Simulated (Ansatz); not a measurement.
CsPbCl3 (Pm-3m): how ε∞ follows the gap

The empty bands of CsPbCl3 (Pm-3m) are shifted up rigidly by Δ, and ε∞ is computed for each shift.

Cell: a, b, c = 5.605, 5.605, 5.605 Å (primitive vectors), 5 atoms.

Method: Ansatz 0.2.0, PBEsol, independent particles, k-mesh 4×4×4 with interpolation inside its cells, Gaussian parameter 0.1 eV.

Launch of the response step: `ansatz run input.yaml --threads 4 --pin off --max-ram 8192MiB --backend cpu --events-out ev --progress --plain --runs-dir out`. The series took 2.8 min in all, on 4 threads of Intel(R) Xeon(R) Processor @ 2.50GHz (Skylake/Cascade Lake), with other jobs on the host.

| Δ (eV) | ε∞ |
| --- | --- |
| 0.00 | ? |
| 0.40 | 4.213 |
| 0.80 | 4.015 |
| 1.20 | 3.844 |
| 1.60 | 3.695 |
| 2.00 | 3.563 |

With one effective transition at E₀ and fixed dipole strength, ε∞ − 1 = A/(E₀ + Δ), so 1/(ε∞ − 1) is linear in Δ.

Working, on the rows shown:

| x = Δ (eV) | y = 1/(ε∞ − 1) |
| --- | --- |
| 0.4 | 0.311236 |
| 0.8 | 0.331675 |
| 1.2 | 0.351617 |
| 1.6 | 0.371058 |
| 2 | 0.390168 |

Means: x̄ = 1.2, ȳ = 0.35115. Σ(x − x̄)(y − ȳ) = 0.0789, Σ(x − x̄)² = 1.6. Slope = 0.0789 / 1.6 = 0.04931; intercept = ȳ − slope · x̄ = 0.29198. Turned back into ε∞, the line misses the rows shown by at most 0.0048.

What does the fit predict for the withheld row, and how well does it do?

At x = 0 the line gives y = 0.29198, that is 4.425. The run gave 4.450, so the extrapolation is off by 0.025, 3 % of the range in the table.

Refitted with all rows, the slope is 0.05007 and the intercept 0.29087. These give E₀ = intercept/slope = 5.8 eV, far above the least direct gap of 1.80 eV: most of the screening comes from transitions well over the edge. Over the first step ε∞ falls by 13 % per eV. Excitons are left out and so are local fields. Spin-orbit coupling is left out.
